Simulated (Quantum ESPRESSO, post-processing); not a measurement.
# antimonene, 1 layer, stepped through biaxial strain, part 6 of 6

What law, if any, do the results for antimonene, 1 layer follow against biaxial strain?

Quantum ESPRESSO 7.5; plane-wave DFT, PBE, GBRV ultrasoft pseudopotentials.

So far. Step 9 (Relaxing the ions, -3 %): The relaxation lowers the energy by 5 meV an atom. Step 12 (Relaxation with pw.x, 3 %): The relaxation lowers the energy by 4 meV an atom.

## Step 15: Relaxation with pw.x, 4 %

Level of this step: plane-wave DFT, PBE, GBRV ultrasoft pseudopotentials (Quantum ESPRESSO 7.5).

Contents of m8.relax.in:

```
&control
  prefix = 'm8.relax'
  outdir = './out'
  pseudo_dir = './pseudo'
  nstep = 40
  forc_conv_thr = 0.0003
  calculation = 'relax'
  tstress = .true.
/
&system
  ibrav = 0
  nat = 2
  ntyp = 1
  ecutwfc = 50
  ecutrho = 250
  occupations = 'smearing'
  smearing = 'fd'
  degauss = 0.002
/
&electrons
  conv_thr = 1e-09
  mixing_beta = 0.4
  electron_maxstep = 120
  mixing_mode = 'plain'
/
&ions
/
ATOMIC_SPECIES
  Sb  121.7600  sb_pbe_v1.4.uspp.F.UPF
CELL_PARAMETERS angstrom
  4.28296152544000 0.00000000000000 0.00000000000000
  -2.14148076272000 3.70915348440000 0.00000000000000
  0.00000000000000 0.00000000000000 16.65000000000000
ATOMIC_POSITIONS crystal
  Sb  0.666666666700 0.333333333300 0.450822177000
  Sb  0.333333333300 0.666666666700 0.549177823000
K_POINTS automatic
  12 12 1 0 0 0
```

On the command line:

```
$ OMP_NUM_THREADS=1 mpirun -n 4 pw.x -nk 4 -in m8.relax.in > m8.relax.out
```

Log:

```text
[banner, memory and clock lines left out]
Program PWSCF v.7.5 starts
[...]
Message from routine setup:
[...]
number of electrons       =        30.00
     number of Kohn-Sham states=           19
     kinetic-energy cutoff     =      50.0000  Ry
     charge density cutoff     =     250.0000  Ry
[...]
number of k points=    19  Fermi-Dirac smearing, width (Ry)=  0.0020
[...]
Dense  grid:   119157 G-vectors     FFT dimensions: (  45,  45, 160)
[...]
negative rho (up, down):  2.511E-04 0.000E+00
     Starting wfcs are   18 randomized atomic wfcs +    1 random wfcs
[...]
negative rho (up, down):  1.236E-06 0.000E+00
[...]
estimated scf accuracy    <       2.29022497 Ry
[...]
negative rho (up, down):  4.946E-07 0.000E+00
[...]
estimated scf accuracy    <       0.12318670 Ry
[...]
negative rho (up, down):  1.229E-05 0.000E+00
[...]
estimated scf accuracy    <       0.00699282 Ry
[...]
negative rho (up, down):  6.168E-05 0.000E+00
[...]
estimated scf accuracy    <       0.00107517 Ry
[...]
negative rho (up, down):  4.779E-05 0.000E+00
[...]
estimated scf accuracy    <       0.00002192 Ry
[...]
negative rho (up, down):  4.599E-05 0.000E+00
[...]
estimated scf accuracy    <       0.00000287 Ry
[...]
negative rho (up, down):  4.721E-05 0.000E+00
[...]
estimated scf accuracy    <       0.00000024 Ry
[...]
negative rho (up, down):  4.829E-05 0.000E+00
[...]
estimated scf accuracy    <       0.00000002 Ry
[...]
negative rho (up, down):  4.931E-05 0.000E+00
[...]
estimated scf accuracy    <          2.4E-09 Ry
[...]
negative rho (up, down):  5.131E-05 0.000E+00
[...]
the Fermi energy is    -1.1738 ev
!    total energy              =    -369.88812244 Ry
     estimated scf accuracy    <          2.2E-10 Ry
     smearing contrib. (-TS)   =      -0.00000000 Ry
     internal energy E=F+TS    =    -369.88812244 Ry
[...]
one-electron contribution =    -853.60501655 Ry
     hartree contribution      =     431.47900185 Ry
     xc contribution           =     -87.93999275 Ry
     ewald contribution        =     140.17788501 Ry
     convergence has been achieved in  10 iterations
     negative rho (up, down):  5.131E-05 0.000E+00
[...]
Total force =     0.024383     Total SCF correction =     0.000061
[...]
negative rho (up, down):  5.131E-05 0.000E+00
[...]
negative rho (up, down):  6.349E-05 0.000E+00
[...]
negative rho (up, down):  5.554E-05 0.000E+00
[...]
estimated scf accuracy    <       0.00001558 Ry
[...]
negative rho (up, down):  5.439E-05 0.000E+00
[...]
estimated scf accuracy    <       0.00000305 Ry
[...]
negative rho (up, down):  5.296E-05 0.000E+00
[...]
estimated scf accuracy    <       0.00000012 Ry
[...]
negative rho (up, down):  5.221E-05 0.000E+00
[...]
estimated scf accuracy    <       0.00000001 Ry
[...]
negative rho (up, down):  5.081E-05 0.000E+00
[...]
the Fermi energy is    -1.1776 ev
!    total energy              =    -369.88862448 Ry
     estimated scf accuracy    <          9.1E-10 Ry
     smearing contrib. (-TS)   =      -0.00000000 Ry
     internal energy E=F+TS    =    -369.88862448 Ry
[...]
one-electron contribution =    -855.79723087 Ry
     hartree contribution      =     432.56041993 Ry
     xc contribution           =     -87.94720109 Ry
     ewald contribution        =     141.29538755 Ry
     convergence has been achieved in   5 iterations
     negative rho (up, down):  5.081E-05 0.000E+00
[...]
Total force =     0.016743     Total SCF correction =     0.000027
[...]
negative rho (up, down):  5.081E-05 0.000E+00
[...]
negative rho (up, down):  6.519E-05 0.000E+00
[...]
negative rho (up, down):  5.572E-05 0.000E+00
[...]
estimated scf accuracy    <       0.00001899 Ry
[...]
negative rho (up, down):  5.454E-05 0.000E+00
[...]
estimated scf accuracy    <       0.00000372 Ry
[...]
negative rho (up, down):  5.288E-05 0.000E+00
[...]
estimated scf accuracy    <       0.00000014 Ry
[...]
negative rho (up, down):  5.202E-05 0.000E+00
[...]
estimated scf accuracy    <       0.00000001 Ry
[...]
negative rho (up, down):  5.105E-05 0.000E+00
[...]
estimated scf accuracy    <          1.1E-09 Ry
[...]
negative rho (up, down):  5.070E-05 0.000E+00
[...]
estimated scf accuracy    <          5.3E-11 Ry
[...]
negative rho (up, down):  5.053E-05 0.000E+00
[...]
the Fermi energy is    -1.1833 ev
!    total energy              =    -369.88895872 Ry
     estimated scf accuracy    <          5.7E-12 Ry
     smearing contrib. (-TS)   =      -0.00000000 Ry
     internal energy E=F+TS    =    -369.88895872 Ry
[...]
one-electron contribution =    -858.19947687 Ry
     hartree contribution      =     433.74488426 Ry
     xc contribution           =     -87.95511052 Ry
     ewald contribution        =     142.52074441 Ry
     convergence has been achieved in   7 iterations
     negative rho (up, down):  5.053E-05 0.000E+00
[...]
Total force =     0.008168     Total SCF correction =     0.000010
[...]
negative rho (up, down):  5.053E-05 0.000E+00
[...]
negative rho (up, down):  6.347E-05 0.000E+00
[...]
negative rho (up, down):  5.486E-05 0.000E+00
[...]
estimated scf accuracy    <       0.00001740 Ry
[...]
negative rho (up, down):  5.386E-05 0.000E+00
[...]
estimated scf accuracy    <       0.00000339 Ry
[...]
negative rho (up, down):  5.243E-05 0.000E+00
[...]
estimated scf accuracy    <       0.00000013 Ry
[...]
negative rho (up, down):  5.170E-05 0.000E+00
[...]
estimated scf accuracy    <       0.00000001 Ry
[...]
negative rho (up, down):  5.087E-05 0.000E+00
[...]
estimated scf accuracy    <          1.1E-09 Ry
[...]
negative rho (up, down):  5.057E-05 0.000E+00
[...]
estimated scf accuracy    <          4.5E-11 Ry
[...]
negative rho (up, down):  5.042E-05 0.000E+00
[...]
the Fermi energy is    -1.1900 ev
!    total energy              =    -369.88906145 Ry
     estimated scf accuracy    <          5.8E-12 Ry
     smearing contrib. (-TS)   =      -0.00000000 Ry
     internal energy E=F+TS    =    -369.88906145 Ry
[...]
one-electron contribution =    -860.47821034 Ry
     hartree contribution      =     434.86782551 Ry
     xc contribution           =     -87.96266018 Ry
     ewald contribution        =     143.68398356 Ry
     convergence has been achieved in   7 iterations
     negative rho (up, down):  5.042E-05 0.000E+00
[...]
Total force =     0.000122     Total SCF correction =     0.000013
[...]
negative rho (up, down):  5.042E-05 0.000E+00
[...]
negative rho (up, down):  5.039E-05 0.000E+00
[...]
negative rho (up, down):  5.040E-05 0.000E+00
[...]
estimated scf accuracy    <          3.9E-09 Ry
[...]
negative rho (up, down):  5.041E-05 0.000E+00
[...]
estimated scf accuracy    <          7.7E-10 Ry
[...]
negative rho (up, down):  5.041E-05 0.000E+00
[...]
estimated scf accuracy    <          2.9E-11 Ry
[...]
negative rho (up, down):  5.042E-05 0.000E+00
[...]
the Fermi energy is    -1.1899 ev
!    total energy              =    -369.88906148 Ry
     estimated scf accuracy    <          2.8E-12 Ry
     smearing contrib. (-TS)   =      -0.00000000 Ry
     internal energy E=F+TS    =    -369.88906148 Ry
[...]
one-electron contribution =    -860.44458579 Ry
     hartree contribution      =     434.85124500 Ry
     xc contribution           =     -87.96254620 Ry
     ewald contribution        =     143.66682550 Ry
     convergence has been achieved in   4 iterations
     negative rho (up, down):  5.042E-05 0.000E+00
[...]
Total force =     0.000008     Total SCF correction =     0.000004
[...]
negative rho (up, down):  5.042E-05 0.000E+00
[...]
```

Elapsed: 86 s, on 4 MPI ranks of Arm Neoverse V1, shared host; peak memory 0.78 GiB; 5.8 min of CPU time.

Step by step:

```tsv
step	energy less that of the first step (eV)	largest force (eV/Å)
1	0.0000	0.4433
2	-0.0068	0.3044
3	-0.0114	0.1485
4	-0.0128	0.0022
5	-0.0128	0.0001
```

The atoms that moved most (Å):

```tsv
atom	dx	dy	dz	length
Sb1	0.000	0.000	0.029	0.029
Sb2	0.000	0.000	-0.029	0.029
```

Final coordinates:

```cif
data_structure
_symmetry_space_group_name_H-M 'P 1'
_symmetry_Int_Tables_number 1
_cell_length_a 4.2830
_cell_length_b 4.2830
_cell_length_c 16.6500
_cell_angle_alpha 90.000
_cell_angle_beta 90.000
_cell_angle_gamma 120.000
_cell_volume 264.50
loop_
_atom_site_label
_atom_site_type_symbol
_atom_site_fract_x
_atom_site_fract_y
_atom_site_fract_z
_atom_site_occupancy
Sb1 Sb 0.66667 0.33333 0.45254 1
Sb2 Sb 0.33333 0.66667 0.54746 1
```

The relaxation lowers the energy by 6 meV an atom.

This step gave:

* free energy: -5032.5971 eV
* Fermi energy: -1.190 eV

## Step 16: Self-consistent run, 4 %

Contents of m8.scf.in:

```
&control
  prefix = 'm8.scf'
  outdir = './out'
  pseudo_dir = './pseudo'
  calculation = 'scf'
  tprnfor = .true.
/
&system
  ibrav = 0
  nat = 2
  ntyp = 1
  ecutwfc = 40
  ecutrho = 200
  occupations = 'smearing'
  smearing = 'fd'
  degauss = 0.002
  nbnd = 19
/
&electrons
  conv_thr = 1e-09
  mixing_beta = 0.4
  electron_maxstep = 120
  mixing_mode = 'plain'
/
ATOMIC_SPECIES
  Sb  121.7600  sb_pbe_v1.4.uspp.F.UPF
CELL_PARAMETERS angstrom
  4.28296152544000 0.00000000000000 0.00000000000000
  -2.14148076272000 3.70915348440000 0.00000000000000
  0.00000000000000 0.00000000000000 16.65000000000000
ATOMIC_POSITIONS crystal
  Sb  0.666666666700 0.333333333300 0.452538647700
  Sb  0.333333333300 0.666666666700 0.547461352300
K_POINTS automatic
  12 12 1 0 0 0
```

On the command line:

```
$ OMP_NUM_THREADS=1 mpirun -n 4 pw.x -nk 4 -in m8.scf.in > m8.scf.out
```

Log:

```text
[banner, memory and clock lines left out]
Program PWSCF v.7.5 starts
[...]
Message from routine setup:
[...]
number of electrons       =        30.00
     number of Kohn-Sham states=           19
     kinetic-energy cutoff     =      40.0000  Ry
     charge density cutoff     =     200.0000  Ry
[...]
number of k points=    19  Fermi-Dirac smearing, width (Ry)=  0.0020
[...]
Dense  grid:    85425 G-vectors     FFT dimensions: (  40,  40, 144)
[...]
negative rho (up, down):  5.757E-04 0.000E+00
     Starting wfcs are   18 randomized atomic wfcs +    1 random wfcs
[...]
negative rho (up, down):  1.435E-05 0.000E+00
[...]
estimated scf accuracy    <       2.28854167 Ry
[...]
negative rho (up, down):  9.333E-06 0.000E+00
[...]
estimated scf accuracy    <       0.11992895 Ry
[...]
negative rho (up, down):  9.663E-05 0.000E+00
[...]
estimated scf accuracy    <       0.00700794 Ry
[...]
negative rho (up, down):  2.260E-04 0.000E+00
[...]
estimated scf accuracy    <       0.00103007 Ry
[...]
negative rho (up, down):  2.170E-04 0.000E+00
[...]
estimated scf accuracy    <       0.00001934 Ry
[...]
negative rho (up, down):  2.241E-04 0.000E+00
[...]
estimated scf accuracy    <       0.00000271 Ry
[...]
negative rho (up, down):  2.331E-04 0.000E+00
[...]
estimated scf accuracy    <       0.00000025 Ry
[...]
negative rho (up, down):  2.390E-04 0.000E+00
[...]
estimated scf accuracy    <       0.00000002 Ry
[...]
negative rho (up, down):  2.432E-04 0.000E+00
[...]
estimated scf accuracy    <          1.3E-09 Ry
[...]
negative rho (up, down):  2.502E-04 0.000E+00
[...]
the Fermi energy is    -1.1691 ev
!    total energy              =    -369.88735817 Ry
     estimated scf accuracy    <          1.3E-10 Ry
     smearing contrib. (-TS)   =      -0.00000000 Ry
     internal energy E=F+TS    =    -369.88735817 Ry
[...]
one-electron contribution =    -860.45008966 Ry
     hartree contribution      =     434.85899443 Ry
     xc contribution           =     -87.96308835 Ry
     ewald contribution        =     143.66682541 Ry
     convergence has been achieved in  10 iterations
     negative rho (up, down):  2.502E-04 0.000E+00
[...]
Total force =     0.000070     Total SCF correction =     0.000018
[...]
```

The job ended after 16 s (4 MPI ranks; peak memory 0.57 GiB).

Numbers from this step:

| Quantity | Value |
| --- | --- |
| free energy | -5032.5739 eV |
| Fermi energy | -1.169 eV |
| valence top, on the run's zero | -1.846 eV |
| conduction bottom, on the run's zero | -0.5800 eV |
| gap by band count | 1.266 eV |

## Step 17: Self-consistent run, 4 %

Level of this step: plane-wave DFT, PBE, PseudoDojo fully relativistic norm-conserving pseudopotentials (Quantum ESPRESSO 7.5).

m8.soc.in is the input of step 16 with these lines changed:

```diff
@@ -1,3 +1,3 @@
 &control
-  prefix = 'm8.scf'
+  prefix = 'm8.soc'
   outdir = './out'
@@ -11,4 +11,4 @@
   ntyp = 1
-  ecutwfc = 40
-  ecutrho = 200
+  ecutwfc = 72
+  ecutrho = 288
   occupations = 'smearing'
@@ -16,6 +16,8 @@
   degauss = 0.002
-  nbnd = 19
+  noncolin = .true.
+  lspinorb = .true.
+  nbnd = 36
 /
 &electrons
-  conv_thr = 1e-09
+  conv_thr = 1e-07
   mixing_beta = 0.4
@@ -25,3 +27,3 @@
 ATOMIC_SPECIES
-  Sb  121.7600  sb_pbe_v1.4.uspp.F.UPF
+  Sb  121.7600  Sb.dojo-fr-pbe-0.4-standard.upf
 CELL_PARAMETERS angstrom
@@ -34,2 +36,2 @@
 K_POINTS automatic
-  12 12 1 0 0 0
+  6 6 1 0 0 0
```

On the command line:

```
$ OMP_NUM_THREADS=1 mpirun -n 4 pw.x -nk 2 -in m8.soc.in > m8.soc.out
```

Log:

```text
[banner, memory and clock lines left out]
Program PWSCF v.7.5 starts
[...]
Message from routine setup:
[...]
number of electrons       =        30.00
     number of Kohn-Sham states=           36
     kinetic-energy cutoff     =      72.0000  Ry
     charge density cutoff     =     288.0000  Ry
[...]
number of k points=     7  Fermi-Dirac smearing, width (Ry)=  0.0020
[...]
Dense  grid:   147253 G-vectors     FFT dimensions: (  45,  45, 180)
[...]
negative rho (up, down):  6.997E-06 0.000E+00
     Starting wfcs are   36 randomized atomic wfcs
[...]
negative rho (up, down):  1.665E-06 0.000E+00
[...]
estimated scf accuracy    <       0.01803009 Ry
[...]
negative rho (up, down):  1.266E-08 0.000E+00
[...]
estimated scf accuracy    <       0.00507626 Ry
[...]
estimated scf accuracy    <       0.00014905 Ry
[...]
estimated scf accuracy    <       0.00002347 Ry
[...]
estimated scf accuracy    <       0.00000095 Ry
[...]
the Fermi energy is    -1.0699 ev
!    total energy              =    -363.67949279 Ry
     estimated scf accuracy    <       0.00000008 Ry
     smearing contrib. (-TS)   =      -0.00000000 Ry
     internal energy E=F+TS    =    -363.67949279 Ry
[...]
one-electron contribution =    -840.16374624 Ry
     hartree contribution      =     423.57471298 Ry
     xc contribution           =     -90.75728497 Ry
     ewald contribution        =     143.66682544 Ry
     convergence has been achieved in   6 iterations
[...]
Total force =     0.000005     Total SCF correction =     0.001466
[...]
```

Wall time 39 s (4 MPI ranks); peak memory 0.93 GiB.

Numbers from this step:

| Item | Value |
| --- | --- |
| free energy | -4948.1116 eV |
| Fermi energy | -1.070 eV |
| valence top, on the run's zero | -1.599 eV |
| conduction bottom, on the run's zero | -0.5599 eV |
| gap by band count | 1.039 eV |

## Step 18: The series side by side

The series in one table, energies over the lowest:

```tsv
biaxial strain	energy (eV)	gap along the path (eV)	upper vacuum level over the valence top of the mesh (eV)	lower vacuum level over that top (eV)	gap with spin-orbit coupling (eV)
-4 %	0.0653	0.762	4.293	4.294	0.4674
-3 %	0.0366	0.9428	4.443	4.443	0.6493
-2 %	0.0165	1.072	4.582	4.582	0.7734
-1 %	0.0044	1.184	4.713	4.713	0.8884
0 %	0.0000	1.285	4.834	4.834	0.9946
1 %	0.0026	1.378	4.947	4.947	1.092
2 %	0.0120	1.462	5.051	5.051	1.139
3 %	0.0276	1.411	5.148	5.148	1.089
4 %	0.0493	1.266	5.147	5.147	1.039
```

## Step 19: Worked from the printed numbers

A parabola through the energies within ±2 % has E = 35.64 eV × ε² -0.109 eV × ε; for the curvature, over A = 14.688 Å² this is 35.64 × 1/14.688 × 16.02 = 39 N/m.

## Step 20: Summary of results

```
C11 + C12                                                               : 39 N/m
gap along the path, at -4 % and at 4 %                                  : 0.76, 1.27 eV
upper vacuum level over the valence top of the mesh, at -4 % and at 4 % : 4.29, 5.15 eV
lower vacuum level over that top, at -4 % and at 4 %                    : 4.29, 5.15 eV
gap with spin-orbit coupling, at -4 % and at 4 %                        : 0.47, 1.04 eV
```

The series holds 9 members; C11 + C12: 39 N/m (PBE, GBRV ultrasoft). The energy is lowest near zero strain. From -4 % to 4 % the gap along the path goes from 0.76 to 1.27 eV by way of 1.46 at 2 %. From -4 % to 4 % the upper vacuum level over the valence top of the mesh rises from 4.29 to 5.15 eV. From -4 % to 4 % the lower vacuum level over that top rises from 4.29 to 5.15 eV. From -4 % to 4 % the gap with spin-orbit coupling goes from 0.47 to 1.04 eV by way of 1.14 at 2 %. Semilocal gaps are too small; the 1×1 cell can't ripple over many cells under compression as a free sheet would.

[Logs are printed without paths, hosts, clocks, repeated set-up lines and the standing remarks that a program may print on its own settings, such as how far it seeks lower states.]

[Hosts, paths, dates, database ids (printed as entryN), source tags and the programs' standing remarks are cut or masked in the printed files.]

[Maps of the electrostatic potential energy from Ansatz leave out the sawtooth potential of an applied field or a dipole correction, so their vacuum need not be flat; planar profiles and work functions include it.]
